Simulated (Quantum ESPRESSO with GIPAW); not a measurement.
**ZnS: NMR parameters from first principles**

Wanted: NMR shieldings for each site of ZnS.

Program: Quantum ESPRESSO with GIPAW 8.0dev (patched build). Level of theory: DFT, PBE, plane-wave PAW (pslibrary 1.0.0 recipes), scalar-relativistic, GIPAW; a patched development version of the program. Results are calculated unless marked as measured.

### Step 1. Set-up

It takes space group F-43m (No. 216, cubic). Conventional cell: a = 5.404 Å, b = 5.404 Å, c = 5.404 Å, α = 90.00°, β = 90.00°, γ = 90.00°. Zn has 4 S at 2.34 Å nearest. S has 4 Zn at 2.34 Å nearest. Farther neighbours and most contacts between anions are not listed.

Structure file:

```cif
data_structure
_symmetry_space_group_name_H-M 'P 1'
_symmetry_Int_Tables_number 1
_cell_length_a 3.8212
_cell_length_b 3.8212
_cell_length_c 3.8212
_cell_angle_alpha 60.000
_cell_angle_beta 60.000
_cell_angle_gamma 60.000
_cell_volume 39.45
loop_
_atom_site_label
_atom_site_type_symbol
_atom_site_fract_x
_atom_site_fract_y
_atom_site_fract_z
_atom_site_occupancy
Zn1 Zn 0.75000 0.75000 0.75000 1
S2 S 0.00000 0.00000 0.00000 1
```

The cell is an entry of the Crystallography Open Database; it need not be the form that is stable at ambient conditions.

A relaxation of the atoms beforehand (Quantum ESPRESSO with GIPAW) moved none by more than 0.003 Å.

### Step 2. Self-consistent run

First the ground state. The response equations take the occupied wavefunctions as exact, so conv_thr is set much tighter than for an energy. No empty states are asked for: the response is solved without them. The mesh has a spacing of 0.23 Å⁻¹ at most. The PAW files were made with ld1.x from the pslibrary 1.0.0 recipes, with GIPAW reconstruction switched on.

Input file scf.in:

```
&control
  calculation = 'scf'
  prefix = 'x'
  outdir = './tmp/'
  pseudo_dir = './'
/
&system
  ibrav = 0
  nat = 2
  ntyp = 2
  ecutwfc = 55
  ecutrho = 330
  nbnd = 9
/
&electrons
  conv_thr = 1.0d-10
  mixing_beta = 0.7
  electron_maxstep = 100
/
ATOMIC_SPECIES
  Zn 65.380 Zn.pbe-dn-kjpaw_psl.1.0.0-gipaw.UPF
  S 32.060 S.pbe-n-kjpaw_psl.1.0.0-gipaw.UPF
CELL_PARAMETERS angstrom
  0.00000000 2.70200000 2.70200000
  2.70200000 0.00000000 2.70200000
  2.70200000 2.70200000 0.00000000
ATOMIC_POSITIONS crystal
  Zn 0.75000000 0.75000000 0.75000000
  S 0.00000000 0.00000000 0.00000000
K_POINTS automatic
  9 9 9 0 0 0
```

Run with:

```console
$ mpirun -np 4 pw.x -nk 4 -in scf.in > scf.out
```

Log:

```text
using ibrav=0 with symmetry is DISCOURAGED, use correct ibrav instead

     bravais-lattice index     =            0
     lattice parameter (alat)  =       7.2210  a.u.
     unit-cell volume          =     266.2457 (a.u.)^3
     number of atoms/cell      =            2
     number of atomic types    =            2
     number of electrons       =        18.00
     number of Kohn-Sham states=            9
     kinetic-energy cutoff     =      55.0000  Ry
     charge density cutoff     =     330.0000  Ry
     scf convergence threshold =      1.0E-10
     mixing beta               =       0.7000
     number of iterations used =            8  plain     mixing
     Exchange-correlation= SLA-PW-PBX-PBC
                           (   1   4   3   4   0   0   0)
[...]
Zn               12.00    65.38000     Zn( 1.00)
     S                 6.00    32.06000     S ( 1.00)

     24 Sym. Ops. (no inversion) found
[...]
number of k points=    35
[...]
Dense  grid:    26813 G-vectors     FFT dimensions: (  45,  45,  45)

     Smooth grid:    14649 G-vectors     FFT dimensions: (  36,  36,  36)

     Initial potential from superposition of free atoms

     starting charge      17.9962, renormalised to      18.0000
     Starting wfcs are   13 randomized atomic wfcs

     Self-consistent Calculation

     iteration #  1     ecut=    55.00 Ry     beta= 0.70
     Davidson diagonalization with overlap
     ethr =  1.00E-02,  avg # of iterations =  1.8

     Threshold (ethr) on eigenvalues was too large:
     Diagonalizing with lowered threshold

     Davidson diagonalization with overlap
     ethr =  3.00E-04,  avg # of iterations =  2.9

     total energy              =    -310.11342065 Ry
     estimated scf accuracy    <       0.05657559 Ry

     iteration #  2     ecut=    55.00 Ry     beta= 0.70
     Davidson diagonalization with overlap
     ethr =  3.14E-04,  avg # of iterations =  2.6

     total energy              =    -310.12771391 Ry
     estimated scf accuracy    <       0.00897135 Ry

     iteration #  3     ecut=    55.00 Ry     beta= 0.70
[...]
total energy              =    -310.12952103 Ry
     estimated scf accuracy    <       0.00188317 Ry

[...]
total energy              =    -310.13004983 Ry
[...]
iteration # 18     ecut=    55.00 Ry     beta= 0.70
     Davidson diagonalization with overlap
     ethr =  8.36E-13,  avg # of iterations =  2.1

     total energy              =    -310.13004983 Ry
     estimated scf accuracy    <          1.1E-10 Ry

     iteration # 19     ecut=    55.00 Ry     beta= 0.70
     Davidson diagonalization with overlap
     ethr =  5.97E-13,  avg # of iterations =  2.3

     End of self-consistent calculation
     [one-electron energies left out]

!    total energy              =    -310.13004983 Ry
     total all-electron energy =     -4390.628241 Ry
     estimated scf accuracy    <          9.9E-12 Ry

     The total energy is the sum of the following terms:
     one-electron contribution =     -85.02302719 Ry
     hartree contribution      =      60.92121759 Ry
     xc contribution           =     -52.35338336 Ry
     ewald contribution        =     -92.12167894 Ry
     one-center paw contrib.   =    -141.55317794 Ry

     convergence has been achieved in  19 iterations
[...]
JOB DONE.
```

Elapsed: 9 s, on 4 MPI ranks of Arm Neoverse V2, shared host; peak memory 0.41 GiB; 36 s of CPU time.

It converged in 19 cycles to an estimated accuracy of 1e-11 Ry, on 35 irreducible k-points.

### Step 3. GIPAW: job nmr

A uniform field breaks periodicity, so gipaw.x applies it as a wave of small q and takes the limit. It solves for the first-order states, builds the induced current and gets the field at each nucleus by Biot–Savart; the PAW spheres add what the smooth waves miss near the nuclei. pawproj makes the reconstruction use the PAW data sets' own projectors.

Input file nmr.in:

```
&inputgipaw
  job = 'nmr'
  prefix = 'x'
  tmp_dir = './tmp/'
  restart_mode = 'from_scratch'
  verbosity = 'low'
  q_gipaw = 0.01
  spline_ps = .true.
  conv_threshold = 1.0d-11
  use_nmr_macroscopic_shape = .false.
  pawproj(1) = .true.
  pawproj(2) = .true.
/
```

Run with:

```console
$ mpirun -np 4 gipaw.x -in nmr.in > nmr.out
```

Log:

```text
[banner, memory and clock lines left out]
[a note of our patched build left out]

     Parallelizing q-star over 1 images

     IMPORTANT: XC functional enforced from input :
     Exchange-correlation= PBE
                           (   1   4   3   4   0   0   0)
     Any further DFT definition will be discarded
     Please, verify this is what you really want

[...]
alpha_pv=     26.3080 eV

     spline_ps is .false., expect some extrapolation errors

     q-space interpolation up to    66.00 Rydberg

     GIPAW job: nmr
     NMR macroscopic correction: no
[...]
Computing the magnetic susceptibility     isolve=0    ethr=  0.1000E-10
     Starting from scratch
     k-point #    1 of    35      pool #  1    cpu time:       0.6
[...]
End of magnetic susceptibility calculation

     f-sum rule (1st term):
           -12.3024          0.0000         -0.0000
             0.0000        -12.3024         -0.0000
            -0.0000          0.0000        -12.3024

     f-sum rule (2nd term):
            -0.1536          0.0000         -0.0000
            -0.0000         -0.1536          0.0000
            -0.0000         -0.0000         -0.1536

     f-sum rule (should be   -12.4498):
           -12.4560          0.0000         -0.0000
             0.0000        -12.4560         -0.0000
            -0.0000         -0.0000        -12.4560

[... susceptibilities left out ...]
     Contributions to the NMR chemical shifts: -------------------------------

     Macroscopic shape contribution in ppm:                    0.00
             0.0000          0.0000          0.0000
             0.0000          0.0000          0.0000
             0.0000          0.0000          0.0000

     Core contribution in ppm:

     Atom  1  Zn  pos: (  1.060660  1.060660  1.060660)  core sigma:        2275.73
     Atom  2  S   pos: (  0.000000  0.000000  0.000000)  core sigma:         979.79

     Bare contribution in ppm:

     Atom  1  Zn  pos: (  1.060660  1.060660  1.060660)  bare sigma:          31.50
[...]
Atom  2  S   pos: (  0.000000  0.000000  0.000000)  bare sigma:          30.67
[...]
Diamagnetic contribution in ppm:

     Atom  1  Zn  pos: (  1.060660  1.060660  1.060660)  dia sigma:         213.03
[...]
Atom  2  S   pos: (  0.000000  0.000000  0.000000)  dia sigma:          -5.36
[...]
Paramagnetic contribution in ppm:

     Atom  1  Zn  pos: (  1.060660  1.060660  1.060660)  para sigma:         601.69
[...]
Atom  2  S   pos: (  0.000000  0.000000  0.000000)  para sigma:        -533.33
[...]
Paramagnetic US occ-occ contribution in ppm:

     Atom  1  Zn  pos: (  1.060660  1.060660  1.060660)  para_oo sigma:          -2.93
[...]
Atom  2  S   pos: (  0.000000  0.000000  0.000000)  para_oo sigma:          -4.19
[...]
Paramagnetic US L_R Q_R contribution in ppm:

     Atom  1  Zn  pos: (  1.060660  1.060660  1.060660)  para_lq sigma:       -1882.76
[...]
Atom  2  S   pos: (  0.000000  0.000000  0.000000)  para_lq sigma:         134.25
[...]
Total NMR chemical shifts in ppm: ---------------------------------------
     (adopting the Simpson convention for anisotropy and asymmetry)-----------

     Atom  1  Zn  pos: (  1.060660  1.060660  1.060660)  Total sigma:        1236.26
          1236.2593         -0.0000         -0.0000
            -0.0000       1236.2593          0.0000
            -0.0000         -0.0000       1236.2593

     Zn      1    anisotropy:      0.00    eta:    0.0000
[...]
Atom  2  S   pos: (  0.000000  0.000000  0.000000)  Total sigma:         601.83
           601.8282         -0.0000         -0.0000
            -0.0000        601.8282         -0.0000
            -0.0000          0.0000        601.8282

     S       2    anisotropy:      0.00    eta:    0.0000
[...]
```

Wall time 59 s (4 MPI ranks); peak memory 0.27 GiB; 3.9 min of CPU time.

The f-sum rule is met to 0.0062 of 12.4 (0.05 %). Converged shieldings require that this miss be small, but a small miss does not prove them.

From the symmetric part of each tensor, with principal values σ11 ≤ σ22 ≤ σ33: σ_iso is their mean, the span is σ33 − σ11 and the skew 3(σ_iso − σ22)/span. (gipaw.x prints an anisotropy in another convention.)

```tsv
site	atom no.	atoms in cell	σ_iso (ppm)	span (ppm)	skew
Zn	1	1	1236	0	-
S	2	1	601.8	0.0	-
```

The macroscopic shape term is switched off. For a spherical sample the valence susceptibility of this run would add about 13 ppm to every site, a rough estimate, since the susceptibility converges slowly and lacks part of the PAW terms. Differences within the crystal don't depend on it, but shieldings of different compounds can't be compared to better than a few ppm without it.

Zn and S sit on cubic site symmetry, where the tensor must be isotropic.

### Step 4. From shieldings to shifts

Covalently bonded atoms count as neighbours within 1.18 times the sum of their radii. Otherwise a cation's neighbours lie within 1.2 times its shortest bond (1.3 for large cations, each anion's radius taken off where they differ), and an anion's are the cations that count it.

```tsv
site	atom no.	atoms in cell	surroundings	bonds (Å)	σ_iso (ppm)
Zn	1	1	ZnS4	2.340	1236
S	2	1	bound to Zn4	2.340	601.8
```

### Step 5. Other settings and structures

Each row names what was changed: another mesh tests the sampling of the zone; another functional shows how far the paramagnetic term hangs on the exchange-correlation form; another cutoff tests the basis.

Changes of σ_iso (ppm) against the run above (PBE, cutoffs 55 and 330 Ry, mesh 9×9×9, 4.5 min). Times are CPU times of pw.x and gipaw.x together, on 4 MPI ranks of Arm Neoverse V2, shared host; on a shared host they are rough. A run is marked as doubtful where the f-sum miss passes 0.015 electrons, or that much for each three atoms in larger cells (with Tl, Pb, Hg, Bi or Sn a third of that, or a mesh spacing over 0.26 Å⁻¹), or where the susceptibility is unphysically large.

```tsv
run	CPU time	f-sum miss	Zn	S
mesh 11×11×11	7 min	0.0011	+0.2	+12.3
LDA	4.3 min	0.0091	-40.5	-65.0
cutoffs 40 and 280 Ry (coarse on purpose)	3 min	0.0060	-1.3	-0.2
mesh 6×6×6 (marked)	2.1 min	0.087	-13.9	-117.0
Wu-Cohen	4.4 min	0.0080	-21.3	-33.1
```

The largest move is -117.0 ppm, on S, from mesh 6×6×6.

### Step 6. A bad input

One more run, with a slip of the kind that is easily made.

Changes to nmr.in since step 3:

```diff
@@ -1,3 +1,3 @@
 &inputgipaw
-  job = 'nmr'
+  job = 'NMR_shift'
   prefix = 'x'
```

Log:

```text
[banner, memory and clock lines left out]
[a note of our patched build left out]

     Parallelizing q-star over 1 images

     IMPORTANT: XC functional enforced from input :
     Exchange-correlation= PBE
                           (   1   4   3   4   0   0   0)
     Any further DFT definition will be discarded
     Please, verify this is what you really want

[...]
alpha_pv=     26.3080 eV

     spline_ps is .false., expect some extrapolation errors

     q-space interpolation up to    66.00 Rydberg

     GIPAW job: NMR_shift

     Error in routine gipaw_main:
     wrong or undefined job in input

     stopping ...
```

It took 1.1 s on 4 MPI ranks; peak memory 0.25 GiB.

The program stopped with an error: Error in routine gipaw_main: wrong or undefined job in input. The fault: an unknown job. 

### Step 7. Results

```
67Zn shielding without shape term : 1236 ppm
33S shielding without shape term  : 601.8 ppm
```

**Reading.** 67Zn has one site (ZnS4), with isotropic shielding 1236 ppm (shape term left out). A shift needs a reference, δ = σ_ref − σ, fixed on measured compounds; for 67Zn of this kind at this level too few were at hand, or they scattered too widely about a line, so none is given. Going to mesh 11×11×11 changes no isotropic shielding by more than 12.3 ppm, a first measure of the error left in that respect. A higher cutoff was not carried through on these files. The cheaper run with cutoffs 40 and 280 Ry takes about 65 % of the time and is off by 1.3 ppm on Zn. The largest change with the functional is 65.0 ppm in absolute shielding; part of that drops out once each functional has its own reference line. This build of gipaw.x prints that it is not audited and that its numbers are no references by themselves. It also reports spline_ps as false although the input sets it; why was not traced.

[Banner, clock, file and message-heading lines were taken out of the pw.x and gipaw.x logs.]

[Logs are printed without paths, hosts, clocks, repeated set-up lines and the standing remarks that a program may print on its own settings, such as how far it seeks lower states.]

[Hosts, paths, dates, database ids (printed as entryN), source tags and the programs' standing remarks are cut or masked in the printed files.]

[Where no reference line passes its bar on scatter, no shift is given, so a measured shift of this compound may stand uncompared.]
